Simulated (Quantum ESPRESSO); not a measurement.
# Collinear magnetic orders of Mn3GaC with Quantum ESPRESSO, part 2 of 2

Does Mn3GaC prefer parallel or opposed moments?

Quantum ESPRESSO 7.5; PBEsol; plane waves with GBRV 1.5 PBEsol potentials, no spin-orbit coupling.

So far, absolute magnetization (μB): step 2 (start 1: ferro +++) 6.17.

### Step 4. Run 3 (antiferro q=(0,0,1/2) +−−++−)

This order needs a doubled cell of 10 atoms.

Input file pw.in:

```
&CONTROL
  calculation = 'scf'
  prefix = 'pwscf'
  outdir = './tmp'
  pseudo_dir = './pseudo'
  disk_io = 'nowf'
/
&SYSTEM
  ibrav = 0
  celldm(1) = 8
  nat = 10
  ntyp = 4
  ecutwfc = 40
  ecutrho = 280
  nbnd = 84
  occupations = 'smearing'
  smearing = 'fd'
  degauss = 0.0110248
  nspin = 2
  starting_magnetization(1) = 0.2333
  starting_magnetization(2) = -0.2333
  starting_magnetization(3) = 0
  starting_magnetization(4) = 0
/
&ELECTRONS
  conv_thr = 2d-08
  electron_maxstep = 150
  mixing_beta = 0.3
/
ATOMIC_SPECIES
Mn1    54.9380 mn_pbesol_v1.5.uspp.F.UPF
Mn2    54.9380 mn_pbesol_v1.5.uspp.F.UPF
Ga     69.7230 ga_pbesol_v1.4.uspp.F.UPF
C      12.0110 c_pbesol_v1.2.uspp.F.UPF
CELL_PARAMETERS alat
   0.9202966226928    0.0000000000000    0.0000000000000
   0.0000000000000    0.9202966226928    0.0000000000000
   0.0000000000000    0.0000000000000    1.8405932453855
ATOMIC_POSITIONS crystal
Mn1     0.0000000000    0.5000000000    0.2500000000
Mn2     0.0000000000    0.5000000000    0.7500000000
Mn2     0.5000000000    0.0000000000    0.2500000000
Mn1     0.5000000000    0.0000000000    0.7500000000
Mn1     0.5000000000    0.5000000000    0.0000000000
Mn2     0.5000000000    0.5000000000    0.5000000000
Ga      0.0000000000    0.0000000000    0.0000000000
Ga      0.0000000000    0.0000000000    0.5000000000
C       0.5000000000    0.5000000000    0.2500000000
C       0.5000000000    0.5000000000    0.7500000000
K_POINTS automatic
10 10 5 0 0 0
```

On the command line:

```console
$ OMP_NUM_THREADS=1 mpirun -n 4 pw.x -nk 4 -in pw.in > pw.out
```

Log:

```text
     [... lines left out ...]
Program PWSCF v.7.5 starts
     [... lines left out ...]
     number of atoms/cell      =           10
     [... lines left out ...]
     number of electrons       =       136.00
     number of Kohn-Sham states=           84
     kinetic-energy cutoff     =      40.0000  Ry
     charge density cutoff     =     280.0000  Ry
     scf convergence threshold =      2.0E-08
     [... lines left out ...]
      8 Sym. Ops. (no inversion) found
     [... lines left out ...]
     number of k points=    63  Fermi-Dirac smearing, width (Ry)=  0.0110
     [... lines left out ...]
     iteration # 27     ecut=    40.00 Ry     beta= 0.30
     [... lines left out ...]
     Magnetic moment per site  (integrated on atomic sphere of radius R)
     atom   1 (R=0.190)  charge= 12.0026  magn=  1.9050
     atom   2 (R=0.190)  charge= 12.0026  magn= -1.9050
     atom   3 (R=0.190)  charge= 12.0026  magn= -1.9050
     atom   4 (R=0.190)  charge= 12.0026  magn=  1.9050
     atom   5 (R=0.190)  charge= 12.0038  magn=  1.3774
     atom   6 (R=0.190)  charge= 12.0037  magn= -1.3775
     atom   7 (R=0.268)  charge= 17.6314  magn= -0.0334
     atom   8 (R=0.268)  charge= 17.6314  magn=  0.0334
     atom   9 (R=0.190)  charge=  3.0640  magn=  0.0000
     atom  10 (R=0.190)  charge=  3.0640  magn=  0.0000
     [... lines left out ...]
     the Fermi energy is    15.6817 ev
!    total energy              =   -2119.49207386 Ry
     estimated scf accuracy    <       0.00000001 Ry
     smearing contrib. (-TS)   =      -0.05306532 Ry
     [... lines left out ...]
     total magnetization       =    -0.00 Bohr mag/cell
     absolute magnetization    =    12.59 Bohr mag/cell
     convergence has been achieved in  27 iterations
```

Run time: 9.2 min. Hardware: 4 MPI ranks of Intel Xeon at 2.70GHz, shared host; peak memory 1.2 GiB; 37 min of CPU time.

Spin moment in the atom's sphere by atom:

```tsv
atom	spin moment in the atom's sphere (μB)
Mn1	1.91
Mn2	-1.91
Mn3	-1.91
Mn4	1.91
Mn5	1.38
Mn6	-1.38
Ga7	-0.03
Ga8	0.03
C9	0.00
C10	0.00
```

This step gave:

| Property | Result |
| --- | --- |
| smearing term TS | 0.7220 eV |
| magnetization | 0 μB |
| absolute magnetization | 12.59 μB |
| final state | antiferromagnetic |

### Step 5. Start 4: antiferro q=(0,1/2,1/2) +−+−+−

This order needs a doubled cell of 10 atoms.

Input file pw.in:

```
&CONTROL
  calculation = 'scf'
  prefix = 'pwscf'
  outdir = './tmp'
  pseudo_dir = './pseudo'
  disk_io = 'nowf'
/
&SYSTEM
  ibrav = 0
  celldm(1) = 8
  nat = 10
  ntyp = 4
  ecutwfc = 40
  ecutrho = 280
  nbnd = 84
  occupations = 'smearing'
  smearing = 'fd'
  degauss = 0.0110248
  nspin = 2
  starting_magnetization(1) = 0.2333
  starting_magnetization(2) = -0.2333
  starting_magnetization(3) = 0
  starting_magnetization(4) = 0
/
&ELECTRONS
  conv_thr = 2d-08
  electron_maxstep = 150
  mixing_beta = 0.3
/
ATOMIC_SPECIES
Mn1    54.9380 mn_pbesol_v1.5.uspp.F.UPF
Mn2    54.9380 mn_pbesol_v1.5.uspp.F.UPF
Ga     69.7230 ga_pbesol_v1.4.uspp.F.UPF
C      12.0110 c_pbesol_v1.2.uspp.F.UPF
CELL_PARAMETERS alat
   0.9202966226928    0.0000000000000    0.0000000000000
   0.0000000000000    1.8405932453855    0.0000000000000
   0.0000000000000    0.9202966226928    0.9202966226928
ATOMIC_POSITIONS crystal
Mn1     0.0000000000    0.0000000000    0.5000000000
Mn2     0.0000000000    0.5000000000    0.5000000000
Mn1     0.5000000000    0.7500000000    0.5000000000
Mn2     0.5000000000    0.2500000000    0.5000000000
Mn1     0.5000000000    0.2500000000    0.0000000000
Mn2     0.5000000000    0.7500000000    0.0000000000
Ga      0.0000000000    0.0000000000    0.0000000000
Ga      0.0000000000    0.5000000000    0.0000000000
C       0.5000000000    0.0000000000    0.5000000000
C       0.5000000000    0.5000000000    0.5000000000
K_POINTS automatic
10 5 10 0 0 0
```

Log:

```text
     [... lines left out ...]
Program PWSCF v.7.5 starts
     [... lines left out ...]
     number of atoms/cell      =           10
     [... lines left out ...]
     number of electrons       =       136.00
     number of Kohn-Sham states=           84
     kinetic-energy cutoff     =      40.0000  Ry
     charge density cutoff     =     280.0000  Ry
     scf convergence threshold =      2.0E-08
     [... lines left out ...]
      4 Sym. Ops. (no inversion) found
     [... lines left out ...]
     number of k points=   108  Fermi-Dirac smearing, width (Ry)=  0.0110
     [... lines left out ...]
     iteration # 22     ecut=    40.00 Ry     beta= 0.30
     [... lines left out ...]
     Magnetic moment per site  (integrated on atomic sphere of radius R)
     atom   1 (R=0.190)  charge= 12.0059  magn=  2.0523
     atom   2 (R=0.190)  charge= 12.0059  magn= -2.0523
     atom   3 (R=0.190)  charge= 12.0027  magn=  1.6090
     atom   4 (R=0.190)  charge= 12.0027  magn= -1.6090
     atom   5 (R=0.190)  charge= 12.0028  magn=  1.6091
     atom   6 (R=0.190)  charge= 12.0027  magn= -1.6090
     atom   7 (R=0.268)  charge= 17.6313  magn=  0.0029
     atom   8 (R=0.268)  charge= 17.6313  magn= -0.0029
     atom   9 (R=0.190)  charge=  3.0638  magn= -0.0369
     atom  10 (R=0.190)  charge=  3.0638  magn=  0.0369
     [... lines left out ...]
     the Fermi energy is    15.6788 ev
!    total energy              =   -2119.49883954 Ry
     estimated scf accuracy    <       0.00000001 Ry
     smearing contrib. (-TS)   =      -0.05221369 Ry
     [... lines left out ...]
     total magnetization       =     0.00 Bohr mag/cell
     absolute magnetization    =    12.75 Bohr mag/cell
     convergence has been achieved in  22 iterations
```

The job ended after 16 min (4 MPI ranks; peak memory 1.6 GiB).

Read from the output:

* smearing term TS: 0.7104 eV
* magnetization: 0 μB
* absolute magnetization: 12.75 μB
* final state: antiferromagnetic
* largest moment: 2.052 μB

### Step 6. Energies of the orders

An order is kept where moments of 0.15 μB or more survive with the typed signs; meshes match where a doubled cell samples the same k points as the first cell.

Orders:

```tsv
start	final state	typed order kept	energy over the lowest (meV a seeded atom)	largest site moment (μB)	net moment (μB a cell of the first run)	mesh matched	CPU time (s)
ferro +++	ferromagnetic	yes	0	1.677	5.467	yes	280.3
antiferro q=(0,0,1/2) +-+-+-	antiferromagnetic	yes	10.9	1.788	0	yes	2653
antiferro q=(0,0,1/2) +--++-	antiferromagnetic	yes	25.73	1.905	0	yes	2209
antiferro q=(0,1/2,1/2) +-+-+-	antiferromagnetic	yes	10.38	2.052	0	yes	3757
```

### Step 7. Outcome

| Item | Value |
| --- | --- |
| lowest state found | ferromagnetic (from ferro +++) |
| largest site moment | 1.68 μB |
| next state with moments | antiferromagnetic, 10.4 meV a seeded atom higher |

Only these 4 starts were compared; other wavevectors, canted and longer-period orders were not. Energies are free energies at an electronic temperature of 1740 K, which lowers moments and differences where the moments are itinerant.

[Logs and program files are shortened in this print: banners, set-up blocks, solver, clock and traceback lines can be left out without a mark of their own.]

[Logs are printed without paths, hosts, clocks, repeated set-up lines and the standing remarks that a program may print on its own settings, such as how far it seeks lower states.]

[Hosts, paths, dates, database ids (printed as entryN), source tags and the programs' standing remarks are cut or masked in the printed files.]

[Where a cell is said to come from a database of computed structures, the database is the Materials Project.]
